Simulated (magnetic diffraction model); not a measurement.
## DyBeSi: the ordered moment from one line

Space group P4/nmm (no. 129, origin choice 1), a = 4.0430 Å, c = 6.7710 Å.

| site | atom | x | y | z |
| --- | --- | --- | --- | --- |
| 2c | Dy | 1/2 | 0 | 0.6698 |
| 2c | Si | 1/2 | 0 | 0.1964 |
| 2a | Be | 1/2 | 1/2 | 0 |

This is a made-up structure (elements placed in a structure type, unrelaxed), so the numbers test the method and describe no known phase.

Only Dy is taken to order (form factors of Dy3+); orders and moment sizes are assumed, and not adapted to the symmetry. Radiation: neutrons of λ = 2.52 Å (absorption by Dy left out), 5° to 100°; isotropic B of 0.14 Å² (Dy), 0.25 Å² (Si) and 0.28 Å² (Be). The intensities are simulated: I ∝ L Σ (|F_N|² + |F_M⊥|²) for unpolarised neutrons, with F_M = 2.695 fm/μB × Σ f(s) S exp(2πi Q·r) exp(−B s²) at Q = H ± k (one set where k and −k are equivalent), only the part normal to Q counting and L = 1/(sin²θ cos θ). For collinear order S is the moment m, which repeats by lattice and centring translations R with the sign exp(−2πi k·R). Form factors are spin-only for 3d ions and dipole or tabulated for f ions, scattering lengths are Sears's of 1992, and absorption is left out. A label names one of the reflections at its angle. The strongest nuclear line in the range is 100, and lines under 0.2 are left out.

In a first state the assumed order is k = (0 0 1/2), collinear moments along [101], 8.7 μB on Dy; signs + at (1/2, 0, 0.6698), − at (0, 1/2, 0.3302), with this pattern:

```
2θ (°)      index  nuclear  magnetic
 10.68  (0 0 1/2)      0.0      73.9
 21.45    (0 0 1)      0.5       0.0
 32.42  (0 0 3/2)      0.0      29.7
 37.96  (1 0 1/2)      0.0     197.7
 42.57    (1 0 1)     66.4       0.0
 43.70    (0 0 2)      2.7       0.0
 52.30    (1 1 0)     34.6       0.0
 53.55  (1 1 1/2)      0.0      34.2
 55.45  (0 0 5/2)      0.0       2.0
 57.16    (1 1 1)     72.0       0.0
 58.08    (1 0 2)     94.5       0.0
 62.89  (1 1 3/2)      0.0      77.4
 67.87    (0 0 3)     29.4       0.0
 68.11  (0 1 5/2)      0.0      33.6
 70.46    (1 1 2)    100.0       0.0
 77.11    (2 0 0)     92.4       0.0
```
(The table stops after 16 lines; 10 more lie at higher angle.)

**Question.** Nearer the ordering temperature the line at 37.96° has total intensity 96.9 on the same scale, and all moments have shrunk alike. How large is the Dy moment?

The nuclear part, 0.0, stays, so the magnetic part is 96.9 against 197.7. It goes as m², so m = 8.7 × √(96.9/197.7) = 6.09 μB; the value used was 6.09 μB.

[Logs are printed without paths, hosts, clocks, repeated set-up lines and the standing remarks that a program may print on its own settings, such as how far it seeks lower states.]
